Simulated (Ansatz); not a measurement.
# Tetragonal ZnSe monolayer in a perpendicular field, part 2 of 2

Wanted: the out-of-plane response of the tetragonal ZnSe monolayer. A positive field points along +c.

Ansatz 0.2.0; plane-wave DFT, PBE-D3(BJ), Ansatz PAW.

So far. Step 2 (Relaxing the slab): The lattice constant a goes from 4.000 to 4.025 Å.

### 3. Atoms held, field 0

A sawtooth potential applies the field, turning back in the middle of the vacuum. With the dipole correction the typed value is the field outside the slab. The induced dipole is small, so the SCF threshold is tight.

The cell differs from the one that the last finished run ended in (c 36.386 → 21.029 Å).

Contents of input.yaml:

```yaml
crystal:
  lattice:
    - [4.0246460889, 0.0, 0.0]
    - [0.0, 4.0246460889, 0.0]
    - [0.0, 0.0, 21.0289773273]
  atoms:
    - { symbol: Se, position: [0.5, 0.0, 0.4279808694] }
    - { symbol: Zn, position: [0.0, 0.0, 0.5] }
    - { symbol: Zn, position: [0.5, 0.5, 0.5] }
    - { symbol: Se, position: [0.0, 0.5, 0.5720191306] }
kpoints:
  mp_grid: { grid: [12, 12, 1] }
  band_path:
    path: [[0, 0, 0], [0.5, 0, 0], [0.5, 0.5, 0], [0, 0, 0]]
    npoints: 16
hamiltonian:
  xc: pbe
  dispersion: d3bj
scf:
  occupations: { method: fermi_dirac, width: 0.02585 }
  convergence: { dr2_threshold: 1.0e-10 }
efield:
  axis: 3
  dipole_correction: true
  ramp_position: 0.97
  ramp_width: 0.06
  amplitude: 0
output:
  dos: { projected: true, e_range: [-6, 5] }
  write_potential: true
  write_density: true
  volumetric_format: npy
  elf: true
```

The run is started by

```sh
$ ansatz run input.yaml --threads 2 --pin off --max-ram 3072MiB --backend cpu --events-out ev --progress --plain --runs-dir out
```

Numbers of over 12 decimals in the logs are rounded to 6 here.

Output:

```text
[...]
Crystal: 4 atoms, lattice volume = 340.623 Å³
Basis set: ecut = 420 eV, 6671 PW (Γ)
Bands: 34, of which v1, the nominal top of the filled ones, is band 28 counted from 1 (27 counted from 0)
Symmetry: 8 space group operations
k-points: 28 of 144
[...]
SCF iter   1: F=—  HF=-17579.291945 eV  |F-HF|=—  |Δ(HF+E_count)|=         —  Δρ=1.24e-3  dr2=2.55e-2  ethr=1.77e-3  p=0.000 e·Å  D=1.65e-14 V/Å  ΔV_dip=-0.00 eV  dr2_dipole=1.57e-11  V_vac-E_F(+/−)=4.36/4.36 eV  ⟨swp⟩=11.2  Hψ=5025  notcnv=0
efield: sawtooth ramp at fractional position 0.9700 (set: `efield.ramp_position`, or a place that a band, a saddle search or an elastic batch's reference lends), width 0.0600; the density the first Hamiltonian is built on has a dipole p = 0.000 e·Å; the dipole correction subtracts the counter field D = 1.65e-14 V/Å, which shifts the + side's vacuum level by -0.00 eV against the − side's; the planar-averaged density in the ramp window peaks in size at 1.5e-5 e/Å³
[...]
SCF iter   2: F=—  HF=-17579.286808 eV  |F-HF|=—  |Δ(HF+E_count)|=   5.14e-3  Δρ=6.12e-4  dr2=2.02e-3  ethr=4.55e-5  p=-0.000 e·Å  D=-7.43e-7 V/Å  ΔV_dip=0.00 eV  dr2_dipole=3.78e-11  V_vac-E_F(+/−)=4.57/4.57 eV  ⟨swp⟩=2.9  Hψ=1749  notcnv=0  defer=50
[...]
SCF iter  10: F=-17579.287470 eV  HF=-17579.287470 eV  |F-HF|=7.64e-11  |Δ(HF+E_count)|=  8.11e-10  Δρ=7.95e-8  dr2=5.72e-11  ethr=1.00e-12  p=0.000 e·Å  D=3.82e-7 V/Å  ΔV_dip=-0.00 eV  dr2_dipole=1.08e-11  V_vac-E_F(+/−)=4.71/4.71 eV  ⟨swp⟩=12.8  Hψ=3625  notcnv=0
the search or the solves at the SCF's close seem to have found levels that the self-consistency loop had missed (the run counts 1). By its estimate they hold under 1e-12 electrons; where the run keeps them, the occupations were computed again with them
SCF 1 converged in 10 iterations: F = -17579.287470 eV  dr2 = 5.72e-11
[...]
NSCF: frozen V_eff on 49 k-points
efield: sawtooth ramp at fractional position 0.9700 (kept from the solve that this one continues, or follows in the run), width 0.0600; the density the first Hamiltonian is built on has a dipole p = 0.000 e·Å; the dipole correction subtracts the counter field D = 3.82e-7 V/Å, which shifts the + side's vacuum level by -0.00 eV against the − side's; the planar-averaged density in the ramp window peaks in size at 1.3e-5 e/Å³
[...]
SCF converged after 10 iterations
Free energy (F): -17579.287470 eV
[...]
Internal energy: -17579.287470 eV  (E = F + TS)
E sigma→0 (E₀):  -17579.287470 eV
Fermi energy:    -1.373838 eV
Dipole field:    D = -0.000003 V/Å  (p = -0.000006 e·Å, saw-weighted, corrected)
Work function:   Φ+ = 4.7052 eV   Φ− = 4.7051 eV
Levels:          The Fermi level and band energies are counted from a zero that moves with the ramp; work functions are not
[...]
--- Band table (eV; the first three rows and the last of 28) ---
  k-point 0: bands = [... 24 lower, -4.5309, -3.1970, -2.5665, -2.5665, -0.2292, 0.0726, 0.7343, 2.9737, ... 2 higher]
  k-point 1: bands = [... 24 lower, -4.4729, -3.1759, -2.7842, -2.5732, -0.0265, 0.2532, 0.9791, 2.8934, ... 2 higher]
  k-point 2: bands = [... 24 lower, -4.3079, -3.2292, -3.1707, -2.5977, 0.1929, 0.6000, 1.8194, 2.7182, ... 2 higher]
  k-point 27: bands = [... 24 lower, -4.8584, -4.8584, -4.8402, -4.8402, 1.4193, 1.4193, 1.6455, 1.6455, ... 2 higher]
```

Elapsed: 34 s, on 2 threads of Arm Neoverse V2, shared host; peak memory 0.71 GiB.

Reading the cycles: dr2 is the Hartree energy of the density residual (eV), the measure of convergence; HF is the Harris–Foulkes estimate of the energy, which meets the free energy F at convergence.

This step gave:

```
dipole along the normal            : -5.66e-6 e·Å
gap along the path                 : 2.337 eV
smallest direct gap along the path : 2.337 eV
ionisation energy, upper face      : 5.898 eV
electron affinity, upper face      : 3.561 eV
gap, the smaller of path and mesh  : 2.337 eV
```

Running mean over a fixed 2.8 Å (it still follows the layers) of the planar mean; the ramp of the sawtooth is left out. Electron's electrostatic potential energy less the Fermi level against z:

z (Å), electron's electrostatic potential energy less the Fermi level (eV) and a bar from the least value:
```
      3.0       4.71 ##############################
      3.5       4.71 ##############################
      4.0       4.71 ##############################
      4.5       4.70 ##############################
      5.0       4.70 ##############################
      5.5       4.70 ##############################
      6.0       4.67 ##############################
      6.5       4.56 ##############################
      7.0       4.08 ############################
      7.5       3.10 #########################
      8.0       1.90 ######################
      8.5       0.37 ##################
      9.0      -1.96 ###########
      9.5      -4.45 ####
     10.0      -5.62 #
     10.5      -5.86 
     11.0      -5.65 #
     11.5      -4.55 ####
     12.0      -2.12 ###########
     12.5       0.25 #################
     13.0       1.83 ######################
     13.5       3.03 #########################
     14.0       4.03 ############################
     14.5       4.55 ##############################
     15.0       4.67 ##############################
     15.5       4.70 ##############################
     16.0       4.70 ##############################
     16.5       4.70 ##############################
     17.0       4.71 ##############################
     17.5       4.71 ##############################
     18.0       4.71 ##############################
```

The density of states has structure finer than the step of the table below, so its rows give means over 0.25 eV, whole bins alone (the curve runs from -6 to 3.13 eV). Peaks (eV: height): -5.390: 9.13, -5.260: 8.15, -2.390: 5.71, -1.810: 7.56, -1.420: 2.79, 3.070: 7.56.

Table of density of states by energy, zero at the Fermi level of the run, which the smearing sets inside the gap; means over each step:

| energy (eV) | density of states (states/eV a cell) |
| --- | --- |
| -5.75 | 2.32 |
| -5.50 | 4.70 |
| -5.25 | 5.88 |
| -5.00 | 1.07 |
| -4.75 | 0.669 |
| -4.50 | 0.436 |
| -4.25 | 0.411 |
| -4.00 | 1.24 |
| -3.75 | 1.60 |
| -3.50 | 1.82 |
| -3.25 | 2.50 |
| -3.00 | 2.68 |
| -2.75 | 3.32 |
| -2.50 | 5.12 |
| -2.25 | 3.94 |
| -2.00 | 4.20 |
| -1.75 | 3.31 |
| -1.50 | 1.82 |
| -1.25 | 1.08 |
| -1.00 | 0 |
| -0.75 | 0 |
| -0.50 | 0 |
| -0.25 | 0 |
| 0.00 | 0 |
| 0.25 | 0 |
| 0.50 | 0 |
| 0.75 | 0 |
| 1.00 | 0 |
| 1.25 | 0.128 |
| 1.50 | 0.470 |
| 1.75 | 1.20 |
| 2.00 | 1.63 |
| 2.25 | 2.14 |
| 2.50 | 2.35 |
| 2.75 | 3.03 |
| 3.00 | 5.28 |

Projected DOS per atom over height of the atomic layer and energy from the Fermi level. Layers: Se Zn2 Se from below.

Ten even steps from '0' (0.00 states/eV) to '9' (2.17 states/eV), each cell a mean:
```
333
222
121
010
000
000
000
000
000
000
101
404
808
909
505
404
303
101
000
111
747
212
```
Columns: height of the atomic layer (Å) from 9 to 12.0; rows upwards: energy from the Fermi level (eV) from -5.96 to 3.13.

The electronic bands at the labelled points (eV, zero at the Fermi level of the run, which the smearing sets inside the gap):

| point | band 25 | band 26 | band 27 | band 28 | band 29 | band 30 | band 31 | band 32 |
| --- | --- | --- | --- | --- | --- | --- | --- | --- |
| Γ | -3.16 | -1.82 | -1.19 | -1.19 | 1.14 | 1.45 | 2.11 | 4.35 |
| halfway | -2.69 | -2.25 | -1.85 | -1.28 | 1.66 | 2.26 | 3.76 | 4.63 |
| X | -2.36 | -2.36 | -1.79 | -1.79 | 2.06 | 2.06 | 4.59 | 4.59 |
| halfway | -3.19 | -3.19 | -2.62 | -2.62 | 3.07 | 3.07 | 3.35 | 3.35 |
| M | -3.48 | -3.48 | -3.47 | -3.47 | 2.79 | 2.79 | 3.02 | 3.02 |
| halfway | -4.12 | -2.48 | -2.34 | -1.99 | 3.11 | 3.22 | 3.56 | 3.93 |
| Γ | -3.16 | -1.82 | -1.19 | -1.19 | 1.14 | 1.45 | 2.11 | 4.35 |

Electrostatic potential energy in the ca plane at fractional y = 0.000, with atoms of Se and Zn within 0.2 Å of it. With pseudopotentials it is smooth inside the atoms' cores, unlike the true potential.

Ten even steps from '0' (-24 eV) to '9' (3 eV), each cell a mean:
```
99999999999999999999972000068999999999999999
99999999999999999998875100379999999999999999
99999999999999999985456656789999999999999999
99999999999999999841113788899999999999999999
99999999999999999713531589999999999999999999
99999999999999999714541589999999999999999999
99999999999999999721311688999999999999999999
99999999999999999863125777889999999999999999
99999999999999999988776412689999999999999999
99999999999999999999874000168999999999999999
99999999999999999999971000058999999999999999
```
Columns run along c (16.0 Å, from fractional 0.08 to 0.84 of the cell; values clipped at the 3rd and 97th percentile), rows up along a (4.0 Å). Atoms in or near the plane, at fractional coordinates: Se at (0.43, 0.50), Zn at (0.50, 0.00).

Valence density in the ca plane at fractional y = 0.000, with atoms of Se and Zn within 0.2 Å of it. It is the smooth field of the valence electrons, not physical close to the nuclei.

Ten steps, logarithmic in the rise over the least value, from '0' (0 e/Å³) to '9' (33 e/Å³), each cell a mean:
```
00000000000000000000012587310000000000000000
00000000000000000000111243100000000000000000
00000000000000000011221111000000000000000000
00000000000000000123542110000000000000000000
00000000000000000137973110000000000000000000
00000000000000000137984110000000000000000000
00000000000000000125753110000000000000000000
00000000000000000012322110000000000000000000
00000000000000000001111222100000000000000000
00000000000000000000011465210000000000000000
00000000000000000000002698410000000000000000
```
Columns run along c (16.0 Å, from fractional 0.08 to 0.84 of the cell), rows up along a (4.0 Å). Atoms in or near the plane, at fractional coordinates: Se at (0.43, 0.50), Zn at (0.50, 0.00).

ELF in the ca plane at fractional y = 0.000, with atoms of Se and Zn within 0.2 Å of it. It is the smooth field of the valence electrons, not physical close to the nuclei.

Ten even steps from '0' (0.00) to '9' (0.86), each cell a mean:
```
00000000000000000011221000111000000000000000
00000000000000012456652111211000000000000000
00000000000000135789886322110000000000000000
00000000000001258999888632100000000000000000
00000000000001368997357742000000000000000000
00000000000001369996237742000000000000000000
00000000000001368998678742100000000000000000
00000000000000247899987522110000000000000000
00000000000000024678874212211000000000000000
00000000000000000123432100111000000000000000
00000000000000000000111000111000000000000000
```
Columns run along c (16.0 Å, from fractional 0.08 to 0.84 of the cell), rows up along a (4.0 Å). Atoms in or near the plane, at fractional coordinates: Se at (0.43, 0.50), Zn at (0.50, 0.00).

The gap is 2.34 eV, with the valence edge 5.90 eV and the conduction edge 3.56 eV under the upper vacuum level.

### 4. Single point, field 0.1 V/Å

input.yaml: that of step 3 with these lines changed.

```diff
@@ -26,5 +26,4 @@
   ramp_width: 0.06
-  amplitude: 0
+  amplitude: 0.1
 output:
-  dos: { projected: true, e_range: [-6, 5] }
   write_potential: true
@@ -32,2 +31 @@
   volumetric_format: npy
-  elf: true
```

Output:

```text
[...]
Crystal: 4 atoms, lattice volume = 340.623 Å³
Basis set: ecut = 420 eV, 6671 PW (Γ)
Bands: 34, of which v1, the nominal top of the filled ones, is band 28 counted from 1 (27 counted from 0)
Symmetry: 8 space group operations
k-points: 28 of 144
[...]
k-point 0: bands = [... 24 lower, -4.5315, -3.1977, -2.5670, -2.5670, -0.2298, 0.0710, 0.7339, 2.7507, ... 2 higher]
  k-point 1: bands = [... 24 lower, -4.4734, -3.1765, -2.7846, -2.5736, -0.0271, 0.2516, 0.9787, 2.7512, ... 2 higher]
  k-point 2: bands = [... 24 lower, -4.3085, -3.2303, -3.1707, -2.5982, 0.1922, 0.5986, 1.8189, 2.6751, ... 2 higher]
  k-point 27: bands = [... 24 lower, -4.8725, -4.8453, -4.8407, -4.8407, 1.4187, 1.4187, 1.6448, 1.6448, ... 2 higher]
[key lines of the parts left out:]
SCF converged after 13 iterations
Free energy (F): -17579.289626 eV
Fermi energy:    -1.374356 eV
Dipole field:    D = 0.022906 V/Å  (p = 0.043118 e·Å, saw-weighted, corrected)
```

Wall time 35 s (2 threads); peak memory 0.67 GiB; 70 s of CPU time.

The dipole is 0.0431 e·Å, and the gap 2.337 eV.

### 5. Atoms held, field -0.1 V/Å

input.yaml: that of step 4 with these lines changed.

```diff
@@ -26,3 +26,3 @@
   ramp_width: 0.06
-  amplitude: 0.1
+  amplitude: -0.1
 output:
```

Output:

```text
[...]
Crystal: 4 atoms, lattice volume = 340.623 Å³
Basis set: ecut = 420 eV, 6671 PW (Γ)
Bands: 34, of which v1, the nominal top of the filled ones, is band 28 counted from 1 (27 counted from 0)
Symmetry: 8 space group operations
k-points: 28 of 144
[...]
k-point 0: bands = [... 24 lower, -4.5315, -3.1977, -2.5670, -2.5670, -0.2298, 0.0710, 0.7339, 2.7507, ... 2 higher]
  k-point 1: bands = [... 24 lower, -4.4734, -3.1765, -2.7846, -2.5736, -0.0271, 0.2516, 0.9787, 2.7512, ... 2 higher]
  k-point 2: bands = [... 24 lower, -4.3085, -3.2303, -3.1707, -2.5982, 0.1922, 0.5986, 1.8189, 2.6751, ... 2 higher]
  k-point 27: bands = [... 24 lower, -4.8725, -4.8453, -4.8407, -4.8407, 1.4187, 1.4187, 1.6448, 1.6448, ... 2 higher]
[key lines of the parts left out:]
SCF converged after 13 iterations
Free energy (F): -17579.289626 eV
Fermi energy:    -1.374356 eV
Dipole field:    D = -0.022906 V/Å  (p = -0.043118 e·Å, saw-weighted, corrected)
```

Run time: 35 s. Hardware: 2 threads; peak memory 0.68 GiB; 68 s of CPU time.

The dipole is -0.0431 e·Å, and the gap 2.337 eV.

### 6. Response, atoms held

This step: plane-wave DFT, PBE-D3(BJ), Ansatz PAW; response to a field along the normal, atoms held (Ansatz 0.2.0).

The dipoles give the slope, and the difference of two potentials shows where the field is screened.

This step gave:

- equivalent conductor thickness p/(ε₀AE): 4.817 Å
- distance between the outer atoms: 3.029 Å

Table of dipole of the cell by applied field:

| applied field (V/Å) | dipole of the cell (e·Å) |
| --- | --- |
| -0.1000 | -0.0431 |
| 0.0000 | -5.7e-6 |
| 0.1000 | 0.0431 |

Local field over the applied field, running mean. From the potentials at -0.1 and 0.1 V/Å; running mean over 2.5 Å. Local field over applied field against z:

z (Å), local field over applied field and a bar:
```
     4.09      1.000 ##############################
     4.53      0.999 ##############################
     4.97      0.997 ##############################
     5.40      0.992 ##############################
     5.84      0.979 #############################
     6.28      0.950 ############################
     6.72      0.890 ##########################
     7.16      0.787 #######################
     7.59      0.653 ###################
     8.03      0.504 ##############
     8.47      0.357 #########
     8.91      0.231 #####
     9.35      0.144 ##
     9.78      0.098 #
    10.22      0.077 
    10.81      0.077 
    11.24      0.098 #
    11.68      0.144 ##
    12.12      0.231 #####
    12.56      0.357 #########
    13.00      0.504 ##############
    13.44      0.653 ###################
    13.87      0.787 #######################
    14.31      0.890 ##########################
    14.75      0.950 ############################
    15.19      0.979 #############################
    15.63      0.992 ##############################
    16.06      0.997 ##############################
    16.50      0.999 ##############################
    16.94      1.000 ##############################
```

Electrons, planar mean, per unit field. Induced electron density against z:

z (Å), induced electron density (e/Å³ per V/Å) and a bar from the least value:
```
     4.09    0.00000 ###############
     4.38    0.00000 ###############
     4.82    0.00001 ###############
     5.11    0.00002 ###############
     5.55    0.00005 ###############
     5.84    0.00009 ###############
     6.13    0.00018 ################
     6.57    0.00043 #################
     6.86    0.00076 ###################
     7.16    0.00128 #####################
     7.59    0.00245 ###########################
     7.89    0.00317 ##############################
     8.32    0.00274 ############################
     8.62    0.00175 #######################
     8.91    0.00113 ####################
     9.35    0.00058 ##################
     9.64    0.00012 ################
     9.93   -0.00044 #############
    10.37   -0.00006 ###############
    10.66    0.00006 ###############
    11.10    0.00044 #################
    11.39   -0.00012 ##############
    11.68   -0.00058 ############
    12.12   -0.00113 ##########
    12.41   -0.00175 #######
    12.71   -0.00274 ##
    13.14   -0.00317 
    13.44   -0.00245 ###
    13.87   -0.00128 #########
    14.17   -0.00076 ###########
    14.46   -0.00043 #############
    14.90   -0.00018 ##############
    15.19   -0.00009 ###############
    15.48   -0.00005 ###############
    15.92   -0.00002 ###############
    16.21   -0.00001 ###############
    16.65    0.00000 ###############
    16.94    0.00000 ###############
```

The smaller of the gaps on the path and on the k-mesh, counted as 0 under 0.03 eV. The gap stays at 2.34 eV for applied field from -0.1 to 0.1 V/Å.

By hand: between -0.1 and 0.1 V/Å the dipole changes by 0.08624 e·Å, a slope of 0.4312 e·Å²/V. A perfect conductor of thickness t has p = ε₀AEt, so t = 180.95 × 0.4312 / 16.198 = 4.82 Å (e/ε₀ = 180.95 V·Å, A in Å²).

The induced dipole is that of a conductor 4.82 Å thick.

### 7. Results

| Property | Result |
| --- | --- |
| gap without field | 2.34 eV |
| ionisation energy, upper face | 5.90 eV |
| electron affinity, upper face | 3.56 eV |
| equivalent conductor thickness, atoms held | 4.82 Å |

What this shows: The induced dipole equals that of a perfect conductor 4.82 Å thick, while the outer atoms lie 3.03 Å apart; an out-of-plane ε follows only once a thickness t is chosen, by 1 − 1/ε = 4.82 Å / t. The gap stays within 0.01 eV of 2.34 eV over the fields run, up to 0.1 V/Å in size. Semilocal functionals give gaps that are too small, and excitons are not included. Spin-orbit coupling is left out.

[Logs are printed without paths, hosts, clocks, repeated set-up lines and the standing remarks that a program may print on its own settings, such as how far it seeks lower states.]

[Hosts, paths, dates, database ids (printed as entryN), source tags and the programs' standing remarks are cut or masked in the printed files.]

[Maps of the electrostatic potential energy from Ansatz leave out the sawtooth potential of an applied field or a dipole correction, so their vacuum need not be flat; planar profiles and work functions include it.]

[The density of states shown here was stored with 400 of the rows of the run's finer table, so its peaks can read low, often by over a quarter, or be missed, and its means over a window can be off by a tenth or more.]
